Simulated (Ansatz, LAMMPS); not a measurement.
# Structural relaxation of a frame of liquid acetonitrile from 293 K (186 atoms), part 2 of 3

Wanted: the relaxed structure of a frame of liquid acetonitrile from 293 K (186 atoms) and its electronic structure.

Ansatz 0.2.0; Kohn-Sham DFT, PBE+D4, PAW (set soft_2), plane waves.

The cell: 62 C, 31 N and 93 H. The network of contacts between molecules at the start is that of the classical potential that made the cell. The Brillouin zone is sampled at Γ only, in a cell whose shortest periodic width is 14 Å.

So far. Step 3 (Single point at the start): Neighbours are counted within 1.34 Å (H-C), 1.85 Å (C-C), 1.62 Å (C-N).

## 4. Relaxation

The atoms are relaxed in the fixed cell, aiming at the force tolerance of the input.

The input, input.yaml:

```yaml
crystal:
  lattice:
    - [13.90522, 0.0, 0.0]
    - [0.0, 13.90522, 0.0]
    - [0.0, 0.0, 13.90522]
  atoms:
    [... the 186 atom lines of step 3 ...]
kpoints:
  mp_grid: { grid: [1, 1, 1] }
hamiltonian:
  xc: pbe
  dispersion: d4
scf:
  occupations: { method: fixed }
output:
  forces: true
relax:
  f_tol: 0.05
  max_steps: 200
```

Started as:

```console
ansatz run input.yaml --threads 4 --pin off --max-ram 8192MiB --backend cpu --events-out ev --progress --plain --runs-dir out
```

Numbers of over 12 decimals in the logs are rounded to 6 here.

What it wrote:

```text
[...]
Crystal: 186 atoms, lattice volume = 2688.646 Å³
Basis set: ecut = 420 eV, 52515 PW (Γ), exchange–correlation on 192×192×192 points (8 copies of the dense FFT grid, shifted against one another)
Bands: 434, of which v1, the nominal top of the filled ones, is band 248 counted from 1 (247 counted from 0)
Symmetry: 1 space group operations
[...]
k-points: 1
[...]
SCF iter   1: F=—  HF=-28939.095834 eV  |F-HF|=—  |Δ(HF+E_count)|=         —  Δρ=3.31e-3  dr2=4.40e-1  ethr=1.77e-3  ⟨swp⟩=6.0  Hψ=1316  notcnv=0  defer=182
[...]
SCF iter   3: F=—  HF=-28939.176879 eV  |F-HF|=—  |Δ(HF+E_count)|=   6.54e-3  Δρ=1.07e-3  dr2=5.55e-2  ethr=2.96e-5  ⟨swp⟩=4.0  Hψ=504  notcnv=0  defer=73
automatic band count: iteration 3 solves 323 bands in place of 434: the levels show a gap, and the empty bands left out lie too high to hold charge; the band table lists the bands solved (type scf.n_extra_bands for more)
SCF iter   4: F=—  HF=-28939.178294 eV  |F-HF|=—  |Δ(HF+E_count)|=   1.41e-3  Δρ=4.03e-4  dr2=5.82e-3  ethr=1.12e-5  ⟨swp⟩=4.0  Hψ=570  notcnv=0  defer=73
[...]
SCF iter   8: F=-28939.176859 eV  HF=-28939.176864 eV  |F-HF|=4.41e-6  |Δ(HF+E_count)|=   9.52e-6  Δρ=1.51e-5  dr2=8.03e-6  ethr=8.89e-9  ⟨swp⟩=4.0  Hψ=825  notcnv=0
SCF 1 converged in 8 iterations: F = -28939.176859 eV  dr2 = 8.03e-6
[...]
relax step   1: F+E_penalty+E_count = -28939.17685930 eV  Δ(F+E_penalty+E_count) = +0.000e0 eV  max|allowed force component| = 3.479e0 eV/Å  Δτ_max = 0.0000 Å  (8 SCF iters, dr2 threshold 6.25e-5 eV, accepted)
[... from here on, the SCF cycles and remarks between the steps are left out ...]
relax step   2: F+E_penalty+E_count = -28943.41507461 eV  Δ(F+E_penalty+E_count) = -4.238e0 eV  max|allowed force component| = 1.086e0 eV/Å  Δτ_max = 0.1989 Å  (7 SCF iters, dr2 threshold 1.00e-4 eV, accepted)
relax step   3: F+E_penalty+E_count = -28944.40917202 eV  Δ(F+E_penalty+E_count) = -9.941e-1 eV  max|allowed force component| = 5.905e-1 eV/Å  Δτ_max = 0.1905 Å  (7 SCF iters, dr2 threshold 7.37e-5 eV, accepted)
relax step   4: F+E_penalty+E_count = -28944.79807531 eV  Δ(F+E_penalty+E_count) = -3.889e-1 eV  max|allowed force component| = 3.523e-1 eV/Å  Δτ_max = 0.1928 Å  (8 SCF iters, dr2 threshold 3.40e-5 eV, accepted)
relax step   5: F+E_penalty+E_count = -28945.11019865 eV  Δ(F+E_penalty+E_count) = -3.121e-1 eV  max|allowed force component| = 3.658e-1 eV/Å  Δτ_max = 0.1941 Å  (8 SCF iters, dr2 threshold 3.67e-5 eV, accepted)
relax step   6: F+E_penalty+E_count = -28945.30892450 eV  Δ(F+E_penalty+E_count) = -1.987e-1 eV  max|allowed force component| = 4.267e-1 eV/Å  Δτ_max = 0.1993 Å  (7 SCF iters, dr2 threshold 4.76e-5 eV, accepted)
relax step   7: F+E_penalty+E_count = -28945.46724731 eV  Δ(F+E_penalty+E_count) = -1.583e-1 eV  max|allowed force component| = 3.860e-1 eV/Å  Δτ_max = 0.1940 Å  (7 SCF iters, dr2 threshold 1.00e-4 eV, accepted)
relax step   8: F+E_penalty+E_count = -28945.62502563 eV  Δ(F+E_penalty+E_count) = -1.578e-1 eV  max|allowed force component| = 4.138e-1 eV/Å  Δτ_max = 0.1953 Å  (7 SCF iters, dr2 threshold 1.00e-4 eV, accepted)
relax step   9: F+E_penalty+E_count = -28945.73123978 eV  Δ(F+E_penalty+E_count) = -1.062e-1 eV  max|allowed force component| = 5.355e-1 eV/Å  Δτ_max = 0.1949 Å  (7 SCF iters, dr2 threshold 1.00e-4 eV, accepted)
relax step  10: F+E_penalty+E_count = -28945.86157509 eV  Δ(F+E_penalty+E_count) = -1.303e-1 eV  max|allowed force component| = 3.683e-1 eV/Å  Δτ_max = 0.1399 Å  (7 SCF iters, dr2 threshold 1.00e-4 eV, accepted)
relax step  11: F+E_penalty+E_count = -28945.97658670 eV  Δ(F+E_penalty+E_count) = -1.150e-1 eV  max|allowed force component| = 5.296e-1 eV/Å  Δτ_max = 0.1917 Å  (7 SCF iters, dr2 threshold 6.41e-5 eV, accepted)
relax step  12: F+E_penalty+E_count = -28946.04998752 eV  Δ(F+E_penalty+E_count) = -7.340e-2 eV  max|allowed force component| = 6.506e-1 eV/Å  Δτ_max = 0.1950 Å  (7 SCF iters, dr2 threshold 1.00e-4 eV, accepted)
relax step  13: F+E_penalty+E_count = -28946.11625862 eV  Δ(F+E_penalty+E_count) = -6.627e-2 eV  max|allowed force component| = 5.933e-1 eV/Å  Δτ_max = 0.1613 Å  (7 SCF iters, dr2 threshold 1.00e-4 eV, accepted)
relax step  14: F+E_penalty+E_count = -28946.18373556 eV  Δ(F+E_penalty+E_count) = -6.748e-2 eV  max|allowed force component| = 4.687e-1 eV/Å  Δτ_max = 0.1951 Å  (7 SCF iters, dr2 threshold 1.00e-4 eV, accepted)
relax step  15: F+E_penalty+E_count = -28946.23184501 eV  Δ(F+E_penalty+E_count) = -4.811e-2 eV  max|allowed force component| = 4.584e-1 eV/Å  Δτ_max = 0.1952 Å  (7 SCF iters, dr2 threshold 1.00e-4 eV, accepted)
relax step  16: F+E_penalty+E_count = -28946.26768250 eV  Δ(F+E_penalty+E_count) = -3.584e-2 eV  max|allowed force component| = 3.399e-1 eV/Å  Δτ_max = 0.1019 Å  (7 SCF iters, dr2 threshold 1.00e-4 eV, accepted)
relax step  17: F+E_penalty+E_count = -28946.30204938 eV  Δ(F+E_penalty+E_count) = -3.437e-2 eV  max|allowed force component| = 2.105e-1 eV/Å  Δτ_max = 0.1415 Å  (7 SCF iters, dr2 threshold 6.35e-5 eV, accepted)
[...]
relax step  23: F+E_penalty+E_count = -28946.39418834 eV  Δ(F+E_penalty+E_count) = -9.343e-3 eV  max|allowed force component| = 2.220e-1 eV/Å  Δτ_max = 0.0731 Å  (6 SCF iters, dr2 threshold 5.76e-5 eV, accepted)
relax step  24: F+E_penalty+E_count = -28946.40302755 eV  Δ(F+E_penalty+E_count) = -8.839e-3 eV  max|allowed force component| = 9.309e-2 eV/Å  Δτ_max = 0.0939 Å  (6 SCF iters, dr2 threshold 3.36e-5 eV, accepted)
relax step  25: F+E_penalty+E_count = -28946.40738251 eV  Δ(F+E_penalty+E_count) = -4.355e-3 eV  max|allowed force component| = 2.749e-1 eV/Å  Δτ_max = 0.1954 Å  (10 SCF iters, accepted)
[...]
relax step  28: F+E_penalty+E_count = -28946.43841951 eV  Δ(F+E_penalty+E_count) = -1.237e-2 eV  max|allowed force component| = 1.415e-1 eV/Å  Δτ_max = 0.1961 Å  (11 SCF iters, accepted)
[...]
relax step  32: F+E_penalty+E_count = -28946.47093129 eV  Δ(F+E_penalty+E_count) = -8.283e-3 eV  max|allowed force component| = 3.275e-1 eV/Å  Δτ_max = 0.1958 Å  (10 SCF iters, accepted)
[...]
relax step  40: F+E_penalty+E_count = -28946.54393868 eV  Δ(F+E_penalty+E_count) = -1.166e-2 eV  max|allowed force component| = 2.829e-1 eV/Å  Δτ_max = 0.1949 Å  (10 SCF iters, accepted)
[...]
relax step  44: F+E_penalty+E_count = -28946.56902757 eV  Δ(F+E_penalty+E_count) = -5.580e-3 eV  max|allowed force component| = 2.099e-1 eV/Å  Δτ_max = 0.1951 Å  (10 SCF iters, accepted)
relax step  45: F+E_penalty+E_count = -28946.57413238 eV  Δ(F+E_penalty+E_count) = -5.105e-3 eV  max|allowed force component| = 1.361e-1 eV/Å  Δτ_max = 0.0445 Å  (7 SCF iters, dr2 threshold 3.49e-6 eV, accepted)
relax step  46: F+E_penalty+E_count = -28946.57908692 eV  Δ(F+E_penalty+E_count) = -4.955e-3 eV  max|allowed force component| = 4.030e-2 eV/Å  Δτ_max = 0.0525 Å  (7 SCF iters, dr2 threshold 7.79e-6 eV, accepted)
relax step  47: F+E_penalty+E_count = -28946.57908709 eV  Δ(F+E_penalty+E_count) = -1.687e-7 eV  max|allowed force component| = 4.032e-2 eV/Å  Δτ_max = 0.0000 Å  (4 SCF iters, accepted)
relax step  48: F+E_penalty+E_count = -28946.58437162 eV  Δ(F+E_penalty+E_count) = -5.285e-3 eV  max|allowed force component| = 6.908e-2 eV/Å  Δτ_max = 0.1303 Å  (10 SCF iters, accepted)
relax step  49: F+E_penalty+E_count = -28946.58895389 eV  Δ(F+E_penalty+E_count) = -4.582e-3 eV  max|allowed force component| = 2.521e-1 eV/Å  Δτ_max = 0.1957 Å  (8 SCF iters, dr2 threshold 4.77e-6 eV, accepted)
relax step  50: F+E_penalty+E_count = -28946.59276587 eV  Δ(F+E_penalty+E_count) = -3.812e-3 eV  max|allowed force component| = 2.389e-1 eV/Å  Δτ_max = 0.0978 Å  (5 SCF iters, dr2 threshold 6.35e-5 eV, accepted)
relax step  51: F+E_penalty+E_count = -28946.59975769 eV  Δ(F+E_penalty+E_count) = -6.992e-3 eV  max|allowed force component| = 2.235e-1 eV/Å  Δτ_max = 0.1952 Å  (7 SCF iters, dr2 threshold 5.13e-5 eV, accepted)
relax step  52: F+E_penalty+E_count = -28946.60397021 eV  Δ(F+E_penalty+E_count) = -4.213e-3 eV  max|allowed force component| = 3.505e-1 eV/Å  Δτ_max = 0.1970 Å  (7 SCF iters, dr2 threshold 4.37e-5 eV, accepted)
relax step  53: F+E_penalty+E_count = -28946.60799689 eV  Δ(F+E_penalty+E_count) = -4.027e-3 eV  max|allowed force component| = 2.423e-1 eV/Å  Δτ_max = 0.0636 Å  (5 SCF iters, dr2 threshold 1.00e-4 eV, accepted)
relax step  54: F+E_penalty+E_count = -28946.61149498 eV  Δ(F+E_penalty+E_count) = -3.498e-3 eV  max|allowed force component| = 5.210e-2 eV/Å  Δτ_max = 0.0734 Å  (5 SCF iters, dr2 threshold 2.81e-5 eV, accepted)
relax step  55: F+E_penalty+E_count = -28946.61333239 eV  Δ(F+E_penalty+E_count) = -1.837e-3 eV  max|allowed force component| = 6.075e-2 eV/Å  Δτ_max = 0.0675 Å  (9 SCF iters, accepted)
relax step  56: F+E_penalty+E_count = -28946.61511520 eV  Δ(F+E_penalty+E_count) = -1.783e-3 eV  max|allowed force component| = 2.837e-2 eV/Å  Δτ_max = 0.0985 Å  (10 SCF iters, accepted)
relax step  57: F+E_penalty+E_count = -28946.61609421 eV  Δ(F+E_penalty+E_count) = -9.790e-4 eV  max|allowed force component| = 6.195e-2 eV/Å  Δτ_max = 0.0579 Å  (9 SCF iters, accepted)
relax step  58: F+E_penalty+E_count = -28946.61691343 eV  Δ(F+E_penalty+E_count) = -8.192e-4 eV  max|allowed force component| = 2.173e-2 eV/Å  Δτ_max = 0.0416 Å  (9 SCF iters, accepted)
relax step  59: F+E_penalty+E_count = -28946.61766916 eV  Δ(F+E_penalty+E_count) = -7.557e-4 eV  max|allowed force component| = 2.930e-2 eV/Å  Δτ_max = 0.0605 Å  (10 SCF iters, accepted)
SCF converged after 10 iterations
Free energy (F): -28946.617669 eV
[...]
Internal energy: -28946.617669 eV  (E = F + TS)
E sigma→0 (E₀):  -28946.617669 eV
Fermi energy:    -3.879766 eV
[...]
--- Forces (eV/Å), atoms counted from 1 ---
  atom   1  C      0.00830749    -0.00162329     0.00187006
  atom   2  C     -0.00193773    -0.00153896     0.00109109
  atom   3  N      0.00047184     0.00231680    -0.00111216
  atom   4  H     -0.00482199    -0.00059435    -0.00132570
  atom   5  H      0.00077237    -0.00052296    -0.00053590
  atom   6  H     -0.00377218    -0.00067507     0.00045168
  atom   7  C      0.00333945     0.00067798     0.00137298
  atom   8  C     -0.00247729     0.00176304    -0.00250328
  atom   9  N      0.00272895    -0.00162845     0.00193556
  atom  10  H     -0.00242305     0.00083039     0.00058299
  atom  11  H      0.00004993     0.00034240     0.00041551
  atom  12  H     -0.00012753    -0.00299505    -0.00017873
  atom  13  C      0.00245031     0.00099309     0.00009170
  atom  14  C     -0.00485170    -0.00366654    -0.00009879
[...]
atom 185  H      0.00209931     0.00500444     0.00746408
  atom 186  H      0.00096054     0.00400580    -0.00146015
  max |Σ_I F_I| component: 1.40e-4 eV/Å
--- Relaxed structure (59 steps of the walk, 59 accepted, 0 SCFs on fresh bases) ---
  F+E_penalty+E_count = -28946.61766916 eV   max|allowed force component| = 2.930e-2 eV/Å
  atoms:
    - { symbol: C, position: [0.641054, 0.837359, 0.874246] }
    - { symbol: C, position: [0.698024, 0.750275, 0.869026] }
    - { symbol: N, position: [0.744502, 0.680956, 0.863837] }
    - { symbol: H, position: [0.585678, 0.835702, 0.818023] }
[...]
- { symbol: H, position: [-0.065709, 0.530799, 0.901761] }
```

Run time: 7 min. Hardware: 4 threads of AMD EPYC 9R45, shared host; peak memory 3 GiB; 26 min of CPU time.

Step by step (22 of 59):

| step | energy less that of the first step (eV) | largest force component (eV/Å) |
| --- | --- | --- |
| 1 | 0.0000 | 3.4786 |
| 4 | -5.6212 | 0.3523 |
| 7 | -6.2904 | 0.3860 |
| 9 | -6.5544 | 0.5355 |
| 12 | -6.8731 | 0.6506 |
| 15 | -7.0550 | 0.4584 |
| 18 | -7.1495 | 0.2599 |
| 20 | -7.1853 | 0.2476 |
| 23 | -7.2173 | 0.2220 |
| 26 | -7.2411 | 0.1831 |
| 29 | -7.2641 | 0.3753 |
| 31 | -7.2858 | 0.0508 |
| 34 | -7.3108 | 0.2722 |
| 37 | -7.3368 | 0.3913 |
| 40 | -7.3671 | 0.2829 |
| 42 | -7.3788 | 0.3240 |
| 45 | -7.3973 | 0.1361 |
| 48 | -7.4075 | 0.0691 |
| 51 | -7.4229 | 0.2235 |
| 53 | -7.4311 | 0.2423 |
| 56 | -7.4383 | 0.0284 |
| 59 | -7.4408 | 0.0293 |

The atoms that moved most (Å):

| atom | dx | dy | dz | length |
| --- | --- | --- | --- | --- |
| H185 | -1.846 | -1.296 | 1.829 | 2.904 |
| H186 | -1.023 | -0.429 | 2.391 | 2.636 |
| H184 | -1.451 | -0.954 | 1.658 | 2.402 |
| H30 | 1.097 | 1.881 | 0.942 | 2.373 |
| C181 | -1.276 | -0.849 | 1.713 | 2.299 |
| N93 | 1.794 | -0.670 | 0.762 | 2.061 |
| H28 | 0.420 | 1.274 | -1.512 | 2.021 |
| H35 | 1.244 | -1.164 | -0.919 | 1.936 |

The relaxation changed the energy by -40.0 meV/atom, and atoms moved by 1.0 Å r.m.s., 2.9 Å at most.

## 5. Distances and neighbours after relaxation

Bonds before and after, by the cutoffs listed below:

| pair | bonds before | bonds after | mean before (Å) | mean after (Å) | spread before (Å) | spread after (Å) |
| --- | --- | --- | --- | --- | --- | --- |
| H-C | 93 | 93 | 1.089 | 1.098 | 0.029 | 0.001 |
| C-C | 31 | 31 | 1.461 | 1.448 | 0.030 | 0.001 |
| C-N | 31 | 31 | 1.164 | 1.163 | 0.014 | 0.000 |

Density 0.786 g/cm³, 14.46 Å³ an atom.

Pair distribution functions g(r), in bins of 0.2 Å:

| r (Å) | total | H-H | H-C | H-N | C-C | C-N | N-N |
| --- | --- | --- | --- | --- | --- | --- | --- |
| 1.00 | 4.66 | 0.00 | 13.95 | 0.00 | 0.00 | 0.00 | 0.00 |
| 1.20 | 1.68 | 0.00 | 0.88 | 0.00 | 0.00 | 12.50 | 0.00 |
| 1.40 | 0.94 | 0.00 | 0.00 | 0.00 | 8.45 | 0.00 | 0.00 |
| 1.60 | 0.00 | 0.00 | 0.00 | 0.00 | 0.00 | 0.00 | 0.00 |
| 1.80 | 1.82 | 7.25 | 0.00 | 0.00 | 0.00 | 0.00 | 0.00 |
| 2.00 | 1.19 | 0.00 | 3.58 | 0.00 | 0.00 | 0.00 | 0.00 |
| 2.20 | 0.14 | 0.00 | 0.41 | 0.00 | 0.00 | 0.00 | 0.00 |
| 2.40 | 0.27 | 0.00 | 0.00 | 1.64 | 0.00 | 0.00 | 0.00 |
| 2.60 | 0.65 | 0.21 | 0.00 | 1.94 | 0.00 | 2.50 | 0.00 |
| 2.80 | 0.35 | 0.50 | 0.05 | 1.25 | 0.00 | 0.00 | 0.00 |
| 3.00 | 0.39 | 0.55 | 0.35 | 0.84 | 0.00 | 0.00 | 0.00 |
| 3.20 | 1.09 | 0.76 | 0.82 | 3.74 | 0.00 | 0.00 | 0.00 |
| 3.40 | 0.93 | 0.76 | 1.25 | 0.71 | 0.05 | 1.78 | 0.00 |
| 3.60 | 1.21 | 0.82 | 1.05 | 0.97 | 0.61 | 3.76 | 0.00 |
| 3.80 | 1.02 | 0.77 | 0.99 | 0.87 | 1.12 | 1.64 | 1.52 |
| 4.00 | 1.18 | 0.76 | 0.98 | 1.78 | 1.80 | 0.87 | 2.37 |
| 4.20 | 1.14 | 0.89 | 0.78 | 1.58 | 2.11 | 1.02 | 1.64 |
| 4.40 | 1.17 | 1.40 | 1.14 | 1.01 | 1.30 | 0.90 | 0.93 |
| 4.60 | 1.23 | 1.23 | 1.48 | 0.80 | 1.65 | 0.77 | 1.25 |
| 4.80 | 1.11 | 1.21 | 1.29 | 0.56 | 1.41 | 0.90 | 1.16 |
| 5.00 | 1.07 | 1.01 | 1.40 | 0.58 | 1.15 | 0.60 | 1.88 |
| 5.20 | 1.09 | 1.31 | 1.09 | 0.70 | 1.44 | 0.86 | 1.08 |
| 5.40 | 0.98 | 1.19 | 0.99 | 0.71 | 1.07 | 0.63 | 1.29 |
| 5.60 | 0.91 | 1.10 | 0.98 | 0.63 | 0.99 | 0.59 | 0.92 |
| 5.80 | 0.99 | 1.10 | 0.99 | 1.06 | 0.86 | 0.79 | 0.65 |
| 6.00 | 0.85 | 0.95 | 0.84 | 0.73 | 0.82 | 0.82 | 0.75 |
| 6.20 | 0.97 | 0.96 | 1.13 | 0.81 | 0.76 | 0.96 | 0.99 |
| 6.40 | 1.01 | 1.03 | 1.05 | 1.06 | 0.54 | 1.21 | 1.08 |

Bonds by pair of elements; cutoffs follow the first minimum of g(r), held within bounds set by covalent radii, and pairs that aren't listed don't count as bonded:

| pair A-B | cutoff (Å) | bonds | mean length (Å) | spread (Å) | shortest (Å) | B about A | A about B |
| --- | --- | --- | --- | --- | --- | --- | --- |
| H-C | 1.34 | 93 | 1.10 | 0.001 | 1.10 | 1 | 1.5 |
| C-C | 1.82 | 31 | 1.45 | 0.001 | 1.45 | 1 | 1 |
| C-N | 1.62 | 31 | 1.16 | 0 | 1.16 | 0.5 | 1 |

How many atoms have how many bonded neighbours:

| element | mean | 1 | 2 | 4 |
| --- | --- | --- | --- | --- |
| C | 3 | 0 | 31 | 31 |
| H | 1 | 93 | 0 | 0 |
| N | 1 | 31 | 0 | 0 |

Bond angles (no mean is given where the spread exceeds 20°):

| angle | count | mean (°) | spread (°) |
| --- | --- | --- | --- |
| H-C-H | 93 | 109 | 0.6 |
| C-C-H | 93 | 110 | 0.4 |
| C-C-N | 31 | 179 | 0.3 |

Bond length by coordination (bonds to H left out):

| element | coordination | atoms | mean bond length (Å) |
| --- | --- | --- | --- |
| C | 2 | 31 | 1.31 |
| C | 4 | 31 | 1.45 |

By these cutoffs 50 % of C atoms have 2 and as many 4, all H atoms have 1 and all N atoms have 1 bonded neighbour. The H-C-H angle averages 109° with a spread of 0.6°.

(Part 2 of 3 ends here.)

[Logs are printed without paths, hosts, clocks, repeated set-up lines and the standing remarks that a program may print on its own settings, such as how far it seeks lower states.]

[Hosts, paths, dates, database ids (printed as entryN), source tags and the programs' standing remarks are cut or masked in the printed files.]
